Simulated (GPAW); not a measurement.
**Cl/Ti(0001): work function by functional and basis**

Aim: the work function of both faces of Cl/Ti(0001), and its spread over functionals and bases.

Method: GPAW, PAW setups; slab in vacuum, relaxation, in the first sound run; inputs show where later runs differ, in GPAW 26.7.0.

## (1) The starting structure

The cell holds 5 atoms: 4 Ti and 1 Cl. Cell: a = 2.950 Å, b = 2.950 Å, c = 23.187 Å, α = 90.0°, β = 90.0°, γ = 60.0°. Vacuum lies along c.

## (2) Relaxation

Forces are removed first; all later runs use this geometry. The lowest 2 atoms are held at bulk positions and keep their forces.

Input file run.py:

```python
import json
import numpy as np
from ase import Atoms
from ase.constraints import FixAtoms
from ase.optimize import BFGS
from gpaw import GPAW, PW

slab = Atoms(
    ['Ti', 'Ti', 'Ti', 'Ti', 'Cl'],
    positions=[
        [2.95000, 1.70318, 7.00000],
        [0.00000, 0.00000, 9.34230],
        [2.95000, 1.70318, 11.68460],
        [0.00000, 0.00000, 14.02690],
        [2.95000, 1.70318, 16.18726]],
    cell=[[2.95, 0.0, 0.0], [1.475, 2.55477, 0.0], [0.0, 0.0, 23.18726]],
    pbc=[True, True, False])

slab.calc = GPAW(mode=PW(400), xc='PBE', kpts={'size': (12, 12, 1), 'gamma': True},
                 occupations={'name': 'fermi-dirac', 'width': 0.1}, nbands='160%',
                 convergence={'density': 1e-05}, maxiter=200,
                 poissonsolver={'dipolelayer': 'xy'},
                 symmetry={'tolerance': 1e-3, 'extra_ids': [1, 1, 0, 0, 0]}, txt='slab.txt')
result = {}
slab.set_constraint(FixAtoms([0, 1]))
path = []
opt = BFGS(slab, maxstep=0.2)
opt.attach(lambda: path.append((slab.get_potential_energy(), slab.positions.tolist(), slab.get_forces().tolist())))
result['relaxed'] = bool(opt.run(fmax=0.03, steps=40))
result['path'] = path
energy = slab.get_potential_energy()
fermi = slab.calc.get_fermi_level()
v = slab.calc.get_electrostatic_potential().mean((0, 1)) - fermi
n = slab.calc.get_pseudo_density().mean((0, 1))
L = slab.cell[2, 2]
z = np.arange(len(v)) * L / len(v)
low, high = slab.positions[:, 2].min(), slab.positions[:, 2].max()
below, above = np.interp([low - 4.8, high + 4.8], z, v)
slopes = [np.interp(x, z, np.gradient(v, z)) for x in (low - 4.8, high + 4.8)]
eps = np.array([[slab.calc.get_eigenvalues(k, s) for k in range(len(slab.calc.get_ibz_k_points()))]
                for s in range(slab.calc.get_number_of_spins())]) - fermi
top, bottom = eps[eps < 0].max(), eps[eps > 0].min()
dipole = slab.get_dipole_moment()[2]
print(f'energy {energy:.4f} eV, Fermi level {fermi:.4f} eV, dipole {dipole:.5f} e A')
print(f'potential 4.8 A off the faces, from the Fermi level: lower {below:.4f} eV, upper {above:.4f} eV')
print(f'slope of the potential there: lower {slopes[0]:.5f}, upper {slopes[1]:.5f} eV/A')
print(f'nearest levels on the mesh: {top:.4f} and {bottom:.4f} eV')
print('magnetic moment', round(slab.get_magnetic_moment(), 3))
result.update(energy=energy, fermi=fermi, dipole=dipole, below=below, above=above, slopes=slopes, edges=[top, bottom],
              z=z.tolist(), v=v.tolist(), n=n.tolist(), positions=slab.positions.tolist(),
              forces=slab.get_forces(apply_constraint=False).tolist(), moments=slab.get_magnetic_moments().tolist())
json.dump(result, open('result.json', 'w'))
```

On the command line:

```console
$ OMP_NUM_THREADS=1 OPENBLAS_NUM_THREADS=1 python run.py
```

Log:

```text
Step          Energy          fmax
BFGS:    0      -28.505734        2.676322
BFGS:    1      -28.680483        2.486366
BFGS:    2      -29.147943        0.535250
BFGS:    3      -29.154132        0.411246
BFGS:    4      -29.163598        0.360863
BFGS:    5      -29.192252        0.390408
BFGS:    6      -29.197705        0.208976
BFGS:    7      -29.199108        0.094963
BFGS:    8      -29.199588        0.110331
BFGS:    9      -29.201684        0.150739
BFGS:   10      -29.205391        0.179231
BFGS:   11      -29.211646        0.195958
BFGS:   12      -29.215793        0.144404
BFGS:   13      -29.217055        0.039981
BFGS:   14      -29.217175        0.002426
energy -29.1072 eV, Fermi level 1.9772 eV, dipole 0.00319 e A
potential 4.8 A off the faces, from the Fermi level: lower 4.4063 eV, upper 4.3325 eV
slope of the potential there: lower -0.00271, upper 0.00021 eV/A
nearest levels on the mesh: -0.0208 and 0.0324 eV
magnetic moment 0.0
```

Elapsed: 24 min, on 1 thread of Arm Neoverse V1, shared host; peak memory 0.22 GiB.

This run has no spin polarisation, although Ti can carry a moment.

The steps of the relaxation:

```tsv
step	energy less that of the first step (eV)	largest force (eV/Å)
1	0.0000	2.6763
2	-0.1746	2.4864
3	-0.6372	0.5353
4	-0.6438	0.4112
5	-0.6540	0.3609
6	-0.6904	0.3904
7	-0.6940	0.2090
8	-0.6957	0.0950
9	-0.6964	0.1103
10	-0.6990	0.1507
11	-0.7034	0.1792
12	-0.7101	0.1960
13	-0.7141	0.1444
14	-0.7149	0.0400
15	-0.7149	0.0024
```

The atoms that moved most (Å):

```tsv
atom	dx	dy	dz	length
Cl5	0.000	0.000	-0.453	0.453
Ti3	0.000	0.000	0.028	0.028
Ti4	0.000	0.000	-0.022	0.022
```

Final coordinates:

```xyz
5
Lattice="2.9500 0.0000 0.0000 1.4750 2.5548 0.0000 0.0000 0.0000 23.1873" Properties=species:S:1:pos:R:3
Ti    2.9500    1.7032    7.0000
Ti    0.0000    0.0000    9.3423
Ti    2.9500    1.7032   11.7126
Ti    0.0000    0.0000   14.0049
Cl    2.9500    1.7032   15.7347
```

This step gave:

* dipole along the normal: 0.003191 e·Å
* levels nearest the Fermi level on the mesh: -0.02085, 0.03245 eV from the Fermi level
* upper work function: 4.333 eV
* lower work function: 4.406 eV

Electrostatic potential energy of an electron (without an applied field's), less the Fermi level, planar mean against z:

```tsv
z (Å)	electrostatic potential energy of an electron (without an applied field's), less the Fermi level, planar mean (eV)
0.0	4.37
0.5	4.41
1.0	4.41
1.5	4.41
2.0	4.41
2.5	4.41
3.0	4.40
3.5	4.38
4.0	4.34
4.5	4.19
5.0	3.76
5.5	2.52
6.0	-0.731
6.5	-9.46
7.0	-19.6
7.5	-8.89
8.0	-0.754
8.5	-2.13
9.0	-13.3
9.5	-17.8
10.0	-5.25
10.5	-0.281
11.0	-4.25
11.5	-16.8
12.0	-14.8
12.5	-2.92
13.0	-0.816
13.5	-8.73
14.0	-19.6
14.5	-10.2
15.0	-4.62
15.5	-17.5
16.0	-15.5
16.5	-0.0365
17.0	3.54
17.5	4.19
18.0	4.30
18.5	4.33
19.0	4.33
19.5	4.33
20.0	4.33
20.5	4.33
21.0	4.33
21.5	4.33
22.0	4.33
22.5	4.33
23.0	4.35
```

The pseudo valence density, planar mean oscillates, so the rows of the table below give means over windows of 2.25 Å about each position, cut where the curve ends. Its maxima inside the range that stand out by 2 % of the span (Å: e/Å³): 7.1: 1.57, 9.4: 1.54, 11.8: 1.55, 14.0: 1.61, 15.5: 0.661. Its minima: 8.2: 0.191, 10.5: 0.183, 12.9: 0.201, 14.8: 0.374.

Pseudo valence density, planar mean against z; means over each step:

```tsv
z (Å)	pseudo valence density, planar mean (e/Å³)
1.12	7.7e-6
3.38	0.00119
5.62	0.197
7.88	0.661
10.12	0.665
12.38	0.692
14.62	0.821
16.88	0.206
19.12	2.4e-4
21.38	0
```

The relaxation lowered the energy of the cell by 0.715 eV (energies extrapolated to zero smearing; the optimiser's log prints free energies). The largest force left on a free atom is 0.0024 eV/Å.

## (3) Plane waves, PBE

With the geometry fixed, the planar mean of the potential gives the vacuum level on each side.

This step: GPAW, PAW setups; slab in vacuum (GPAW 26.7.0).

run.py, as its differences from that of step 2:

```diff
@@ -3,4 +3,2 @@
 from ase import Atoms
-from ase.constraints import FixAtoms
-from ase.optimize import BFGS
 from gpaw import GPAW, PW
@@ -12,5 +10,5 @@
         [0.00000, 0.00000, 9.34230],
-        [2.95000, 1.70318, 11.68460],
-        [0.00000, 0.00000, 14.02690],
-        [2.95000, 1.70318, 16.18726]],
+        [2.95000, 1.70318, 11.71263],
+        [0.00000, -0.00000, 14.00487],
+        [2.95000, 1.70318, 15.73467]],
     cell=[[2.95, 0.0, 0.0], [1.475, 2.55477, 0.0], [0.0, 0.0, 23.18726]],
@@ -22,10 +20,4 @@
                  poissonsolver={'dipolelayer': 'xy'},
-                 symmetry={'tolerance': 1e-3, 'extra_ids': [1, 1, 0, 0, 0]}, txt='slab.txt')
+                 symmetry={'tolerance': 1e-3}, txt='slab.txt')
 result = {}
-slab.set_constraint(FixAtoms([0, 1]))
-path = []
-opt = BFGS(slab, maxstep=0.2)
-opt.attach(lambda: path.append((slab.get_potential_energy(), slab.positions.tolist(), slab.get_forces().tolist())))
-result['relaxed'] = bool(opt.run(fmax=0.03, steps=40))
-result['path'] = path
 energy = slab.get_potential_energy()
```

Log:

```text
energy -29.1072 eV, Fermi level 1.9771 eV, dipole 0.00316 e A
potential 4.8 A off the faces, from the Fermi level: lower 4.4065 eV, upper 4.3325 eV
slope of the potential there: lower -0.00270, upper 0.00020 eV/A
nearest levels on the mesh: -0.0209 and 0.0325 eV
magnetic moment 0.0
```

Run time: 2.1 min. Hardware: 1 thread; peak memory 0.21 GiB.

Numbers from this step:

```
dipole along the normal                    : 0.003163 e·Å
levels nearest the Fermi level on the mesh : -0.02085, 0.03246 eV from the Fermi level
lower work function                        : 4.407 eV
```

Table of electrostatic potential energy of an electron (without an applied field's), less the Fermi level, planar mean by z:

```tsv
z (Å)	electrostatic potential energy of an electron (without an applied field's), less the Fermi level, planar mean (eV)
0.0	4.37
0.5	4.41
1.0	4.41
1.5	4.41
2.0	4.41
2.5	4.41
3.0	4.40
3.5	4.39
4.0	4.34
4.5	4.19
5.0	3.76
5.5	2.52
6.0	-0.731
6.5	-9.46
7.0	-19.6
7.5	-8.89
8.0	-0.754
8.5	-2.13
9.0	-13.3
9.5	-17.8
10.0	-5.25
10.5	-0.281
11.0	-4.25
11.5	-16.8
12.0	-14.8
12.5	-2.92
13.0	-0.816
13.5	-8.73
14.0	-19.6
14.5	-10.2
15.0	-4.62
15.5	-17.5
16.0	-15.5
16.5	-0.0366
17.0	3.54
17.5	4.19
18.0	4.30
18.5	4.33
19.0	4.33
19.5	4.33
20.0	4.33
20.5	4.33
21.0	4.33
21.5	4.33
22.0	4.33
22.5	4.33
23.0	4.35
```

The pseudo valence density, planar mean oscillates, so the rows of the table below give means over windows of 2.25 Å about each position, cut where the curve ends. Its maxima inside the range that stand out by 2 % of the span (Å: e/Å³): 7.1: 1.57, 9.4: 1.54, 11.8: 1.55, 14.0: 1.61, 15.5: 0.661. Its minima: 8.2: 0.191, 10.5: 0.183, 12.9: 0.201, 14.8: 0.374.

Pseudo valence density, planar mean against z; means over each step:

z (Å), pseudo valence density, planar mean (e/Å³) and a bar:
```
     1.12       0.00 
     3.38       0.00 
     5.62       0.20 #######
     7.88       0.66 ########################
    10.12       0.67 ########################
    12.38       0.69 #########################
    14.62       0.82 ##############################
    16.88       0.21 ########
    19.12       0.00 
    21.38       0.00
```

Force by atom:

```tsv
atom	x (eV/Å)	y (eV/Å)	z (eV/Å)	size
Ti1	0.000	0.000	0.537	0.537
Ti2	0.000	0.000	-0.541	0.541
Ti3	0.000	0.000	-0.001	0.001
Ti4	0.000	0.000	0.001	0.001
Cl5	0.000	0.000	0.003	0.003
```

The potential is flat to 0.003 eV/Å where it is read, so the vacuum is wide enough.

## (4) Self-consistent run: xc = "LDA"

The same geometry under LDA, to see how far the functional moves the levels against the vacuum.

run.py, as its differences from that of step 3:

```diff
@@ -16,3 +16,3 @@
 
-slab.calc = GPAW(mode=PW(400), xc='PBE', kpts={'size': (12, 12, 1), 'gamma': True},
+slab.calc = GPAW(mode=PW(400), xc='LDA', kpts={'size': (12, 12, 1), 'gamma': True},
                  occupations={'name': 'fermi-dirac', 'width': 0.1}, nbands='160%',
```

Log:

```text
energy -32.7649 eV, Fermi level 1.7090 eV, dipole -0.00108 e A
potential 4.8 A off the faces, from the Fermi level: lower 4.5885 eV, upper 4.6164 eV
slope of the potential there: lower -0.00241, upper 0.00018 eV/A
nearest levels on the mesh: -0.0238 and 0.0341 eV
magnetic moment 0.0
```

Wall time 2 min (1 thread); peak memory 0.21 GiB.

Numbers from this step:

```
dipole along the normal                    : -0.001083 e·Å
levels nearest the Fermi level on the mesh : -0.02379, 0.03406 eV from the Fermi level
upper work function                        : 4.616 eV
lower work function                        : 4.589 eV
```

Electrostatic potential energy of an electron (without an applied field's), less the Fermi level, planar mean against z:

```tsv
z (Å)	electrostatic potential energy of an electron (without an applied field's), less the Fermi level, planar mean (eV)
0.0	4.60
0.5	4.59
1.0	4.59
1.5	4.59
2.0	4.59
2.5	4.59
3.0	4.58
3.5	4.57
4.0	4.52
4.5	4.38
5.0	3.95
5.5	2.73
6.0	-0.471
6.5	-9.16
7.0	-19.3
7.5	-8.57
8.0	-0.454
8.5	-1.83
9.0	-13.0
9.5	-17.5
10.0	-4.92
10.5	0.0229
11.0	-3.93
11.5	-16.5
12.0	-14.5
12.5	-2.60
13.0	-0.511
13.5	-8.41
14.0	-19.3
14.5	-9.80
15.0	-4.30
15.5	-17.2
16.0	-15.3
16.5	0.187
17.0	3.81
17.5	4.47
18.0	4.59
18.5	4.61
19.0	4.61
19.5	4.62
20.0	4.62
20.5	4.62
21.0	4.62
21.5	4.62
22.0	4.62
22.5	4.62
23.0	4.61
```

The pseudo valence density, planar mean by z:

```tsv
z (Å)	pseudo valence density, planar mean (e/Å³)
0.00	1.8e-6
0.64	0
1.29	4.9e-6
1.93	1.5e-5
2.58	7.5e-5
3.01	2.0e-4
3.65	8.8e-4
4.29	0.00371
4.94	0.0142
5.58	0.0476
6.23	0.228
6.87	1.50
7.51	0.592
8.16	0.189
8.59	0.298
9.23	1.53
9.88	0.553
10.52	0.182
11.16	0.528
11.81	1.55
12.45	0.315
13.10	0.230
13.74	1.20
14.38	0.896
14.81	0.376
15.46	0.660
16.10	0.581
16.75	0.122
17.39	0.0133
18.03	0.00148
18.68	1.8e-4
19.32	2.7e-5
19.97	0
20.40	0
21.04	2.3e-6
21.68	0
22.33	1.8e-6
22.97	0
```

Force by atom:

```tsv
atom	x (eV/Å)	y (eV/Å)	z (eV/Å)	size
Ti1	0.000	0.000	0.934	0.934
Ti2	0.000	0.000	-0.544	0.544
Ti3	0.000	0.000	0.003	0.003
Ti4	0.000	0.000	0.236	0.236
Cl5	0.000	0.000	-0.629	0.629
```

The upper face's work function is 4.616 eV, against 4.333 eV in the first plane-wave PBE run at this geometry.

## (5) OptPBE vdW: xc = "optPBE-vdW"

The same geometry under optPBE-vdW, to see how far the functional moves the levels against the vacuum (the van der Waals functionals take revPBE setups).

run.py, as its differences from that of step 4:

```diff
@@ -16,3 +16,3 @@
 
-slab.calc = GPAW(mode=PW(400), xc='LDA', kpts={'size': (12, 12, 1), 'gamma': True},
+slab.calc = GPAW(mode=PW(400), xc='optPBE-vdW', kpts={'size': (12, 12, 1), 'gamma': True},
                  occupations={'name': 'fermi-dirac', 'width': 0.1}, nbands='160%',
```

Log:

```text
energy -64.6555 eV, Fermi level 1.8389 eV, dipole -0.00276 e A
potential 4.8 A off the faces, from the Fermi level: lower 4.5482 eV, upper 4.6170 eV
slope of the potential there: lower -0.00426, upper 0.00023 eV/A
nearest levels on the mesh: -0.0279 and 0.0397 eV
magnetic moment 0.0
```

Wall time 2.4 min (1 thread); peak memory 0.33 GiB.

Numbers from this step:

```
dipole along the normal                    : -0.002757 e·Å
levels nearest the Fermi level on the mesh : -0.02791, 0.03966 eV from the Fermi level
upper work function                        : 4.617 eV
lower work function                        : 4.548 eV
```

The electrostatic potential energy of an electron (without an applied field's), less the Fermi level, planar mean oscillates, so the rows of the table below give means over windows of 2.36 Å about each position, cut where the curve ends. Its maxima inside the range that stand out by 2 % of the span (Å: eV): 8.2: -0.217, 10.5: -0.254, 12.9: -0.453, 14.9: -4.34. Its minima: 7.0: -19.5, 9.3: -19.4, 11.7: -19.4, 14.1: -19.6, 15.8: -22.9.

The electrostatic potential energy of an electron (without an applied field's), less the Fermi level, planar mean by z; means over each step:

```tsv
z (Å)	electrostatic potential energy of an electron (without an applied field's), less the Fermi level, planar mean (eV)
1.18	4.55
3.54	4.47
5.90	-3.43
8.26	-8.28
10.62	-8.14
12.98	-8.72
15.34	-11.0
17.70	4.08
20.06	4.62
22.42	4.62
```

The upper face's work function is 4.617 eV, against 4.333 eV in the first plane-wave PBE run at this geometry.

## (6) Self-consistent run: xc = "RPBE"

The same geometry under RPBE, to see how far the functional moves the levels against the vacuum.

run.py, as its differences from that of step 5:

```diff
@@ -16,3 +16,3 @@
 
-slab.calc = GPAW(mode=PW(400), xc='optPBE-vdW', kpts={'size': (12, 12, 1), 'gamma': True},
+slab.calc = GPAW(mode=PW(400), xc='RPBE', kpts={'size': (12, 12, 1), 'gamma': True},
                  occupations={'name': 'fermi-dirac', 'width': 0.1}, nbands='160%',
```

Log:

```text
energy -27.2125 eV, Fermi level 2.0886 eV, dipole 0.00323 e A
potential 4.8 A off the faces, from the Fermi level: lower 4.2955 eV, upper 4.2200 eV
slope of the potential there: lower -0.00305, upper 0.00021 eV/A
nearest levels on the mesh: -0.0185 and 0.0274 eV
magnetic moment 0.0
```

Elapsed: 2.2 min, on 1 thread; peak memory 0.21 GiB.

This step gave:

```
dipole along the normal                    : 0.003234 e·Å
levels nearest the Fermi level on the mesh : -0.01851, 0.02741 eV from the Fermi level
upper work function                        : 4.220 eV
lower work function                        : 4.296 eV
```

The electrostatic potential energy of an electron (without an applied field's), less the Fermi level, planar mean oscillates, so the rows of the table below give means over windows of 2.36 Å about each position, cut where the curve ends. Its maxima inside the range that stand out by 2 % of the span (Å: eV): 8.2: -0.298, 10.5: -0.351, 12.9: -0.551, 14.9: -4.50. Its minima: 7.0: -19.8, 9.3: -19.6, 11.7: -19.6, 14.1: -19.8, 15.8: -23.1.

Table of electrostatic potential energy of an electron (without an applied field's), less the Fermi level, planar mean by z; means over each step:

z (Å), electrostatic potential energy of an electron (without an applied field's), less the Fermi level, planar mean (eV) and a bar from the least value:
```
     1.18        4.3 ##############################
     3.54        4.2 ##############################
     5.90       -3.6 ###############
     8.26       -8.4 #####
    10.62       -8.3 ######
    12.98       -8.9 #####
    15.34      -11.2 
    17.70        3.7 #############################
    20.06        4.2 ##############################
    22.42        4.2 ##############################
```

The upper face's work function is 4.220 eV, against 4.333 eV in the first plane-wave PBE run at this geometry.

## (7) Self-consistent run: xc = "revPBE"

The same geometry under revPBE, to see how far the functional moves the levels against the vacuum.

run.py, as its differences from that of step 6:

```diff
@@ -16,3 +16,3 @@
 
-slab.calc = GPAW(mode=PW(400), xc='RPBE', kpts={'size': (12, 12, 1), 'gamma': True},
+slab.calc = GPAW(mode=PW(400), xc='revPBE', kpts={'size': (12, 12, 1), 'gamma': True},
                  occupations={'name': 'fermi-dirac', 'width': 0.1}, nbands='160%',
```

Log:

```text
energy -27.5294 eV, Fermi level 2.0714 eV, dipole 0.00374 e A
potential 4.8 A off the faces, from the Fermi level: lower 4.3059 eV, upper 4.2182 eV
slope of the potential there: lower -0.00288, upper 0.00021 eV/A
nearest levels on the mesh: -0.0192 and 0.0283 eV
magnetic moment 0.0
```

Run time: 2.2 min. Hardware: 1 thread; peak memory 0.21 GiB.

This step gave:

```
dipole along the normal                    : 0.003738 e·Å
levels nearest the Fermi level on the mesh : -0.01917, 0.02831 eV from the Fermi level
upper work function                        : 4.218 eV
lower work function                        : 4.306 eV
```

The electrostatic potential energy of an electron (without an applied field's), less the Fermi level, planar mean oscillates, so the rows of the table below give means over windows of 2.36 Å about each position, cut where the curve ends. Its maxima inside the range that stand out by 2 % of the span (Å: eV): 8.2: -0.269, 10.5: -0.322, 12.9: -0.522, 14.9: -4.47. Its minima: 7.0: -19.7, 9.3: -19.6, 11.7: -19.6, 14.1: -19.8, 15.8: -23.1.

Electrostatic potential energy of an electron (without an applied field's), less the Fermi level, planar mean against z; means over each step:

```tsv
z (Å)	electrostatic potential energy of an electron (without an applied field's), less the Fermi level, planar mean (eV)
1.18	4.30
3.54	4.24
5.90	-3.59
8.26	-8.41
10.62	-8.27
12.98	-8.86
15.34	-11.2
17.70	3.71
20.06	4.22
22.42	4.22
```

The upper face's work function is 4.218 eV, against 4.333 eV in the first plane-wave PBE run at this geometry.

[end of part 1 of 2]

[Logs are printed without paths, hosts, clocks, repeated set-up lines and the standing remarks that a program may print on its own settings, such as how far it seeks lower states.]

[Hosts, paths, dates, database ids (printed as entryN), source tags and the programs' standing remarks are cut or masked in the printed files.]
